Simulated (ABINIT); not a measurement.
# Beyond one shot: BaH2 (P6_3/mmc), part 2 of 3

Aim: iterate the self-energy on BaH2 (P6_3/mmc) and follow the gap from cycle to cycle.

ABINIT 10.8.3; PBEsol and many-body steps on it, plane waves. Known limits of the many-body steps: not at the basis limit; no spin-orbit coupling; coarse k mesh.

So far. Step 5 (evGW0, cycle 1): Against G0W0 in ABINIT (3×3×2 mesh, 285 bands, screening to 163.3 eV, Godby-Needs plasmon pole), the gap moves by +0.426 eV. This first cycle still uses the starting levels; it takes the full correction, at all points of the mesh, and its linearised value is 3.045 eV. Step 6 (evGW0, cycle 2): Against the cycle before, the gap moves by −0.172 eV.

### Step 7. evGW0, cycle 3

Level of this step: evGW0 on PBEsol, plane waves, norm-conserving pseudopotentials (ABINIT).

The input, run.abi:

```
acell 3*1.0 Angstrom
rprim 
  4.462025052349 0.000000000014 0.000000000000
  -2.231012526186 3.864227047650 0.000000000000
  0.000000000000 0.000000000000 6.055292590000
ntypat 2
znucl 56 1
natom 6
typat 1 1 2 2 2 2
xred 
  0.666666666667 0.333333333333 0.750000000000
  0.333333333333 0.666666666667 0.250000000000
  0.333333333333 0.666666666667 0.750000000000
  0.666666666667 0.333333333333 0.250000000000
  -0.000000000000 -0.000000000000 0.500000000000
  -0.000000000000 -0.000000000000 0.000000000000
pp_dirpath "pseudos"
pseudos "Ba.upf, H.upf"
ecut 32
ngkpt 3 3 2
nshiftk 1
shiftk 0 0 0
kptopt 1
chksymbreak 0
istwfk *1
occopt 1
irdwfk 1
optdriver 4
nband 285
gwcalctyp 10
ecutsigx 32
symsigma 1
nkptgw 6
kptgw 
  0.0000000000 0.0000000000 0.0000000000
  0.3333333333 0.0000000000 0.0000000000
  0.3333333333 0.3333333333 0.0000000000
  0.0000000000 0.0000000000 0.5000000000
  0.3333333333 0.0000000000 0.5000000000
  0.3333333333 0.3333333333 0.5000000000
bdgw 
  9 18
  9 18
  9 18
  9 18
  9 18
  9 18
ecuteps 6
irdscr 1
ppmodel 1
irdqps 1
indata_prefix "in"
outdata_prefix "out"
tmpdata_prefix "tmp"
```

Launch:

```bash
> OMP_NUM_THREADS=1 mpirun -n 8 abinit run.abi > log
```

The log of the run:

```text
.Version 10.8.3 of ABINIT. v10.8.2 released Aug 2026.

 Symmetries : space group P6_3/m m c (#194); Bravais hP (primitive hexag.)
[... echo of the input left out ...]
== DATASET  1 ==================================================================
-   mpi_nproc: 8, omp_nthreads: 1 (-1 if OMP is not activated)

--- !DatasetInfo
iteration_state: {dtset: 1, }
dimensions: {natom: 6, nkpt: 6, mband: 285, nsppol: 1, nspinor: 1, nspden: 1, mpw: 6126, }
cutoff_energies: {ecut:  32.0, pawecutdg:  -1.0, }
[...]
.  kptgw no:  4; Maximum DeltaE = (  -0.008   0.001) for band index: 10
.  kptgw no:  5; Maximum DeltaE = (  -0.006   0.000) for band index:  9
.  kptgw no:  6; Maximum DeltaE = (  -0.007   0.000) for band index:  9

== END DATASET(S) ==============================================================
================================================================================

 -outvars: echo values of variables after computation  --------
           etotal      0.0000000000E+00
            nband         285
             nkpt           6
          spgroup         194
 [... the other variables as echoed above ...]

 Calculation completed.
```

It took 6.7 min on 8 MPI ranks of Arm Neoverse N1, shared host; peak memory 3.9 GiB.

This step gave:

| Property | Result |
| --- | --- |
| quasiparticle gap on the mesh | 3.313 eV |
| gap of the density functional on the mesh | 1.473 eV |
| k of the valence top | 0, 0, 0 |
| k of the conduction bottom | 0.3333, 0.3333, 0.5 |
| least direct quasiparticle gap on the computed points | 4.607 eV |

Against the cycle before, the gap moves by +0.014 eV.

### Step 8. evGW0, cycle 4

run.abi is that of step 7.

The log of the run:

```text
.Version 10.8.3 of ABINIT. v10.8.2 released Aug 2026.

 Symmetries : space group P6_3/m m c (#194); Bravais hP (primitive hexag.)
[... echo of the input left out ...]
== DATASET  1 ==================================================================
-   mpi_nproc: 8, omp_nthreads: 1 (-1 if OMP is not activated)

--- !DatasetInfo
iteration_state: {dtset: 1, }
dimensions: {natom: 6, nkpt: 6, mband: 285, nsppol: 1, nspinor: 1, nspden: 1, mpw: 6126, }
cutoff_energies: {ecut:  32.0, pawecutdg:  -1.0, }
[...]
.  kptgw no:  4; Maximum DeltaE = (   0.001   0.001) for band index:  9
.  kptgw no:  5; Maximum DeltaE = (   0.000   0.000) for band index:  9
.  kptgw no:  6; Maximum DeltaE = (   0.001   0.000) for band index:  9

== END DATASET(S) ==============================================================
================================================================================

 -outvars: echo values of variables after computation  --------
           etotal      0.0000000000E+00
            nband         285
             nkpt           6
          spgroup         194
 [... the other variables as echoed above ...]

 Calculation completed.
```

Run time: 6.5 min. Hardware: 8 MPI ranks; peak memory 3.9 GiB; 52 min of CPU time.

This step gave:

| Quantity | Value |
| --- | --- |
| quasiparticle gap on the mesh | 3.312 eV |
| gap of the density functional on the mesh | 1.473 eV |
| k of the valence top | 0, 0, 0 |
| k of the conduction bottom | 0.3333, 0.3333, 0.5 |
| least direct quasiparticle gap on the computed points | 4.605 eV |

Against the cycle before, the gap moves by −0.001 eV.

### Step 9. Screening, 3×3×2 mesh, 285 bands, screening to 163.3 eV

This step: RPA screening on PBEsol, plane waves, norm-conserving pseudopotentials.

run.abi, as its differences from that of step 8:

```diff
@@ -27,26 +27,13 @@
 irdwfk 1
-optdriver 4
+optdriver 3
 nband 285
+ecuteps 6
+inclvkb 2
+awtr 1
+symchi 1
 gwcalctyp 10
-ecutsigx 32
-symsigma 1
-nkptgw 6
-kptgw 
-  0.0000000000 0.0000000000 0.0000000000
-  0.3333333333 0.0000000000 0.0000000000
-  0.3333333333 0.3333333333 0.0000000000
-  0.0000000000 0.0000000000 0.5000000000
-  0.3333333333 0.0000000000 0.5000000000
-  0.3333333333 0.3333333333 0.5000000000
-bdgw 
-  9 18
-  9 18
-  9 18
-  9 18
-  9 18
-  9 18
-ecuteps 6
-irdscr 1
-ppmodel 1
-irdqps 1
+mbpt_sciss 1.890 eV
+nqptdm 1
+qptdm 
+  0 0 0
 indata_prefix "in"
```

The log of the run:

```text
.Version 10.8.3 of ABINIT. v10.8.2 released Aug 2026.

 Symmetries : space group P6_3/m m c (#194); Bravais hP (primitive hexag.)
[... echo of the input left out ...]
== DATASET  1 ==================================================================
-   mpi_nproc: 8, omp_nthreads: 1 (-1 if OMP is not activated)

--- !DatasetInfo
iteration_state: {dtset: 1, }
dimensions: {natom: 6, nkpt: 6, mband: 285, nsppol: 1, nspinor: 1, nspden: 1, mpw: 6126, }
cutoff_energies: {ecut:  32.0, pawecutdg:  -1.0, }
electrons: {nelect:   2.40000000E+01, charge:   0.00000000E+00, occopt:   1.00000000E+00, tsmear:   1.00000000E-02, }

 SCREENING: Calculation of the susceptibility and dielectric matrices

 Based on a program developped by R.W. Godby, V. Olevano, G. Onida, and L. Reining.
 Incorporated in ABINIT by V. Olevano, G.-M. Rignanese, and M. Torrent.
.Using double precision arithmetic ; gwpc =  8

[... cell and pseudopotentials left out ...]
--------------------------------------------------------------------------------

 ==== K-mesh for the wavefunctions ====
 Number of points in the irreducible wedge :     6
[... list of points left out ...]
 Together with 24 symmetry operations and time-reversal symmetry
 yields    18 points in the full Brillouin Zone.

 ==== Q-mesh for the screening function ====
 Number of points in the irreducible wedge :     6
[... list of points left out ...]
 Together with 24 symmetry operations and time-reversal symmetry
 yields    18 points in the full Brillouin Zone.

 setmesh: FFT mesh size selected  =    36x   36x   48
          total number of points  =        62208

 vcoul_init : cutoff-mode = AUXILIARY_FUNCTION
 q-points for optical limit:   1
     1)      0.000010    0.000020    0.000030

 Dielectric matrix will be calculated only for some
 selected q points provided by the user through the input variables
 nqptdm and qptdm

- screening: taking advantage of time-reversal symmetry
- Maximum band index for partially occupied states nbvw = 12
- Remaining bands to be divided among processors   nbcw = 273
- Number of bands treated by each node ~34

 rdqps: reading QP wavefunctions of the previous step
        looking for file in_QPS
 file not found, 1st iteration initialized with KS eigenelements

 screening : performing a first self-consistency
 update of the energies in W by a scissor operator
 applying a scissor operator of [eV] :   1.890

 Number of electrons calculated from density =   24.0000; Expected =   24.0000
 average of density, n =  0.034063
 r_s =    1.9137
 omega_plasma =   17.8032 [eV]

 calculating chi0 at frequencies [eV] :
  1    0.000000E+00    0.000000E+00
  2    0.000000E+00    1.780320E+01

--------------------------------------------------------------------------------
  q-point number  1        q = ( 0.000000, 0.000000, 0.000000) [r.l.u.]
--------------------------------------------------------------------------------
[... chi0 elements left out ...]
 For q-point:  0.000010 0.000020 0.000030
  dielectric constant =   4.5121
  dielectric constant without local fields =   4.9349

  Average fulfillment of the sum rule on Im[epsilon] for q-point    1 :    105.63  [%]
[... wings left out ...]
== END DATASET(S) ==============================================================
================================================================================

 -outvars: echo values of variables after computation  --------
           etotal      0.0000000000E+00
            nband         285
             nkpt           6
          spgroup         194
 [... the other variables as echoed above ...]

 Calculation completed.
```

Wall time 27 s (8 MPI ranks); peak memory 3.2 GiB.

This step gave:

```
ε∞ with local fields, on this mesh, along the program's q direction : 4.512
the same without local fields                                       : 4.935
plasma frequency                                                    : 17.80 eV
plane waves in the screening matrix                                 : 493
```

This screening uses the functional's bands under a rigid shift, the mean opening of the cycle before.

### Step 10. Screening, 3×3×2 mesh, 285 bands, screening to 163.3 eV

This step: RPA screening on PBEsol from quasiparticle energies, plane waves, norm-conserving pseudopotentials.

run.abi, as its differences from that of step 9:

```diff
@@ -33,7 +33,11 @@
 symchi 1
+irdqps 1
 gwcalctyp 10
-mbpt_sciss 1.890 eV
-nqptdm 1
+nqptdm 5
 qptdm 
-  0 0 0
+  0.3333333333 0.0000000000 0.0000000000
+  0.3333333333 0.3333333333 0.0000000000
+  0.0000000000 0.0000000000 0.5000000000
+  0.3333333333 0.0000000000 0.5000000000
+  0.3333333333 0.3333333333 0.5000000000
 indata_prefix "in"
```

The input, mrgscr.stdin:

```
2
merged
q0_SCR
out_SCR
1
```

Launch:

```bash
> OMP_NUM_THREADS=1 mpirun -n 8 abinit run.abi > log; mrgscr < mrgscr.stdin
```

The log of the run:

```text
.Version 10.8.3 of ABINIT. v10.8.2 released Aug 2026.

 Symmetries : space group P6_3/m m c (#194); Bravais hP (primitive hexag.)
[... echo of the input left out ...]
== DATASET  1 ==================================================================
-   mpi_nproc: 8, omp_nthreads: 1 (-1 if OMP is not activated)

--- !DatasetInfo
iteration_state: {dtset: 1, }
dimensions: {natom: 6, nkpt: 6, mband: 285, nsppol: 1, nspinor: 1, nspden: 1, mpw: 6126, }
cutoff_energies: {ecut:  32.0, pawecutdg:  -1.0, }
[...]
q-point number  1        q = ( 0.333333, 0.000000, 0.000000) [r.l.u.]
--------------------------------------------------------------------------------
[... chi0 elements left out ...]
  Average fulfillment of the sum rule on Im[epsilon] for q-point    2 :    106.20  [%]

--------------------------------------------------------------------------------
  q-point number  2        q = ( 0.333333, 0.333333, 0.000000) [r.l.u.]
--------------------------------------------------------------------------------
[... chi0 elements left out ...]
  Average fulfillment of the sum rule on Im[epsilon] for q-point    3 :    103.67  [%]

 [... 3 further q-points ...]
```

Run time: 79 s. Hardware: 8 MPI ranks; peak memory 3 GiB; 11 min of CPU time.

This step gave:

| Item | Value |
| --- | --- |
| plasma frequency | 17.80 eV |
| plane waves in the screening matrix | 493 |

This screening reads the quasiparticle levels of the cycle before.

### Step 11. evGW, cycle 1

This step: evGW on PBEsol, plane waves, norm-conserving pseudopotentials.

run.abi, as its differences from that of step 10:

```diff
@@ -27,12 +27,10 @@
 irdwfk 1
-optdriver 3
+optdriver 4
 nband 285
-ecuteps 6
-inclvkb 2
-awtr 1
-symchi 1
-irdqps 1
 gwcalctyp 10
-nqptdm 5
-qptdm 
+ecutsigx 32
+symsigma 1
+nkptgw 6
+kptgw 
+  0.0000000000 0.0000000000 0.0000000000
   0.3333333333 0.0000000000 0.0000000000
@@ -42,2 +40,13 @@
   0.3333333333 0.3333333333 0.5000000000
+bdgw 
+  9 18
+  9 18
+  9 18
+  9 18
+  9 18
+  9 18
+ecuteps 6
+irdscr 1
+ppmodel 1
+irdqps 1
 indata_prefix "in"
```

Launch:

```bash
> OMP_NUM_THREADS=1 mpirun -n 8 abinit run.abi > log
```

The log of the run:

```text
.Version 10.8.3 of ABINIT. v10.8.2 released Aug 2026.

 Symmetries : space group P6_3/m m c (#194); Bravais hP (primitive hexag.)
[... echo of the input left out ...]
== DATASET  1 ==================================================================
-   mpi_nproc: 8, omp_nthreads: 1 (-1 if OMP is not activated)

--- !DatasetInfo
iteration_state: {dtset: 1, }
dimensions: {natom: 6, nkpt: 6, mband: 285, nsppol: 1, nspinor: 1, nspden: 1, mpw: 6126, }
cutoff_energies: {ecut:  32.0, pawecutdg:  -1.0, }
[...]
.  kptgw no:  4; Maximum DeltaE = (  -0.159   0.000) for band index:  1
.  kptgw no:  5; Maximum DeltaE = (  -0.157   0.000) for band index:  9
.  kptgw no:  6; Maximum DeltaE = (   0.170   0.000) for band index:  7

== END DATASET(S) ==============================================================
================================================================================

 -outvars: echo values of variables after computation  --------
           etotal      0.0000000000E+00
            nband         285
             nkpt           6
          spgroup         194
 [... the other variables as echoed above ...]

 Calculation completed.
```

Run time: 6.6 min. Hardware: 8 MPI ranks; peak memory 3.9 GiB.

Numbers from this step:

```
quasiparticle gap on the mesh                         : 3.629 eV
gap of the density functional on the mesh             : 1.473 eV
k of the valence top                                  : 0, 0, 0
k of the conduction bottom                            : 0.3333, 0.3333, 0.5
least direct quasiparticle gap on the computed points : 4.929 eV
```

Against G0W0 in ABINIT (3×3×2 mesh, 285 bands, screening to 163.3 eV, Godby-Needs plasmon pole), the gap moves by +0.584 eV.

### Step 12. Screening, 3×3×2 mesh, 285 bands, screening to 163.3 eV

This step: RPA screening on PBEsol, plane waves, norm-conserving pseudopotentials.

run.abi, as its differences from that of step 11:

```diff
@@ -27,26 +27,13 @@
 irdwfk 1
-optdriver 4
+optdriver 3
 nband 285
+ecuteps 6
+inclvkb 2
+awtr 1
+symchi 1
 gwcalctyp 10
-ecutsigx 32
-symsigma 1
-nkptgw 6
-kptgw 
-  0.0000000000 0.0000000000 0.0000000000
-  0.3333333333 0.0000000000 0.0000000000
-  0.3333333333 0.3333333333 0.0000000000
-  0.0000000000 0.0000000000 0.5000000000
-  0.3333333333 0.0000000000 0.5000000000
-  0.3333333333 0.3333333333 0.5000000000
-bdgw 
-  9 18
-  9 18
-  9 18
-  9 18
-  9 18
-  9 18
-ecuteps 6
-irdscr 1
-ppmodel 1
-irdqps 1
+mbpt_sciss 2.242 eV
+nqptdm 1
+qptdm 
+  0 0 0
 indata_prefix "in"
```

The log of the run:

```text
.Version 10.8.3 of ABINIT. v10.8.2 released Aug 2026.

 Symmetries : space group P6_3/m m c (#194); Bravais hP (primitive hexag.)
[... echo of the input left out ...]
== DATASET  1 ==================================================================
-   mpi_nproc: 8, omp_nthreads: 1 (-1 if OMP is not activated)

--- !DatasetInfo
iteration_state: {dtset: 1, }
dimensions: {natom: 6, nkpt: 6, mband: 285, nsppol: 1, nspinor: 1, nspden: 1, mpw: 6126, }
cutoff_energies: {ecut:  32.0, pawecutdg:  -1.0, }
[...]
[... chi0 elements left out ...]
 For q-point:  0.000010 0.000020 0.000030
  dielectric constant =   4.3507
  dielectric constant without local fields =   4.7471

  Average fulfillment of the sum rule on Im[epsilon] for q-point    1 :    106.96  [%]
[... wings left out ...]
== END DATASET(S) ==============================================================
================================================================================

 -outvars: echo values of variables after computation  --------
           etotal      0.0000000000E+00
            nband         285
             nkpt           6
          spgroup         194
 [... the other variables as echoed above ...]

 Calculation completed.
```

Elapsed: 23 s, on 8 MPI ranks; peak memory 3.2 GiB; 3 min of CPU time.

This step gave:

```yaml
eps_infinity_with_local_fields_on_this_mesh_along_the_program_s_q_direction: 4.351
the_same_without_local_fields: 4.747
plasma_frequency: 17.80 eV
plane_waves_in_the_screening_matrix: 493
```

This screening uses the functional's bands under a rigid shift, the mean opening of the cycle before.

### Step 13. Screening, 3×3×2 mesh, 285 bands, screening to 163.3 eV

This step: RPA screening on PBEsol from quasiparticle energies, plane waves, norm-conserving pseudopotentials.

run.abi, as its differences from that of step 12:

```diff
@@ -33,7 +33,11 @@
 symchi 1
+irdqps 1
 gwcalctyp 10
-mbpt_sciss 2.242 eV
-nqptdm 1
+nqptdm 5
 qptdm 
-  0 0 0
+  0.3333333333 0.0000000000 0.0000000000
+  0.3333333333 0.3333333333 0.0000000000
+  0.0000000000 0.0000000000 0.5000000000
+  0.3333333333 0.0000000000 0.5000000000
+  0.3333333333 0.3333333333 0.5000000000
 indata_prefix "in"
```

mrgscr.stdin is that of step 10.

Launch:

```bash
> OMP_NUM_THREADS=1 mpirun -n 8 abinit run.abi > log; mrgscr < mrgscr.stdin
```

The log of the run:

```text
.Version 10.8.3 of ABINIT. v10.8.2 released Aug 2026.

 Symmetries : space group P6_3/m m c (#194); Bravais hP (primitive hexag.)
[... echo of the input left out ...]
== DATASET  1 ==================================================================
-   mpi_nproc: 8, omp_nthreads: 1 (-1 if OMP is not activated)

--- !DatasetInfo
iteration_state: {dtset: 1, }
dimensions: {natom: 6, nkpt: 6, mband: 285, nsppol: 1, nspinor: 1, nspden: 1, mpw: 6126, }
cutoff_energies: {ecut:  32.0, pawecutdg:  -1.0, }
[...]
q-point number  1        q = ( 0.333333, 0.000000, 0.000000) [r.l.u.]
--------------------------------------------------------------------------------
[... chi0 elements left out ...]
  Average fulfillment of the sum rule on Im[epsilon] for q-point    2 :    107.09  [%]

--------------------------------------------------------------------------------
  q-point number  2        q = ( 0.333333, 0.333333, 0.000000) [r.l.u.]
--------------------------------------------------------------------------------
[... chi0 elements left out ...]
  Average fulfillment of the sum rule on Im[epsilon] for q-point    3 :    104.30  [%]

 [... 3 further q-points ...]
```

Elapsed: 74 s, on 8 MPI ranks; peak memory 3 GiB.

This step gave:

- plasma frequency: 17.80 eV
- plane waves in the screening matrix: 493

This screening reads the quasiparticle levels of the cycle before.

### Step 14. evGW, cycle 2

This step: evGW on PBEsol, plane waves, norm-conserving pseudopotentials.

run.abi, as its differences from that of step 13:

```diff
@@ -27,12 +27,10 @@
 irdwfk 1
-optdriver 3
+optdriver 4
 nband 285
-ecuteps 6
-inclvkb 2
-awtr 1
-symchi 1
-irdqps 1
 gwcalctyp 10
-nqptdm 5
-qptdm 
+ecutsigx 32
+symsigma 1
+nkptgw 6
+kptgw 
+  0.0000000000 0.0000000000 0.0000000000
   0.3333333333 0.0000000000 0.0000000000
@@ -42,2 +40,13 @@
   0.3333333333 0.3333333333 0.5000000000
+bdgw 
+  9 18
+  9 18
+  9 18
+  9 18
+  9 18
+  9 18
+ecuteps 6
+irdscr 1
+ppmodel 1
+irdqps 1
 indata_prefix "in"
```

Launch:

```bash
> OMP_NUM_THREADS=1 mpirun -n 8 abinit run.abi > log
```

The log of the run:

```text
.Version 10.8.3 of ABINIT. v10.8.2 released Aug 2026.

 Symmetries : space group P6_3/m m c (#194); Bravais hP (primitive hexag.)
[... echo of the input left out ...]
== DATASET  1 ==================================================================
-   mpi_nproc: 8, omp_nthreads: 1 (-1 if OMP is not activated)

--- !DatasetInfo
iteration_state: {dtset: 1, }
dimensions: {natom: 6, nkpt: 6, mband: 285, nsppol: 1, nspinor: 1, nspden: 1, mpw: 6126, }
cutoff_energies: {ecut:  32.0, pawecutdg:  -1.0, }
[...]
.  kptgw no:  4; Maximum DeltaE = (  -0.020   0.000) for band index:  1
.  kptgw no:  5; Maximum DeltaE = (  -0.011  -0.000) for band index:  1
.  kptgw no:  6; Maximum DeltaE = (  -0.012   0.000) for band index:  1

== END DATASET(S) ==============================================================
================================================================================

 -outvars: echo values of variables after computation  --------
           etotal      0.0000000000E+00
            nband         285
             nkpt           6
          spgroup         194
 [... the other variables as echoed above ...]

 Calculation completed.
```

It took 6.6 min on 8 MPI ranks; peak memory 3.9 GiB; 53 min of CPU time.

Numbers from this step:

```
quasiparticle gap on the mesh                         : 3.660 eV
gap of the density functional on the mesh             : 1.473 eV
k of the valence top                                  : 0, 0, 0
k of the conduction bottom                            : 0.3333, 0.3333, 0.5
least direct quasiparticle gap on the computed points : 4.956 eV
```

Against the cycle before, the gap moves by +0.031 eV.

(Continued in part 3 of 3.)

[Paths, hosts, dates, memory and timing lines, banners, echoed tables and standing remarks are left out of the program output.]

[Logs are printed without paths, hosts, clocks, repeated set-up lines and the standing remarks that a program may print on its own settings, such as how far it seeks lower states.]

[Runs of the session that timed out or met a known fault of the program may be left out.]

[Hosts, paths, dates, database ids (printed as entryN), source tags and the programs' standing remarks are cut or masked in the printed files.]

[G0W0 gaps are taken among the corrected bands and points alone; a level outside them can change the order at an edge.]

[Where Ansatz stands beside ABINIT at settings called matched, ABINIT's density can come from a denser mesh and the files from another edition; pairs whose starting gaps differed by over 0.03 eV were left out, so agreement reads better than it is.]
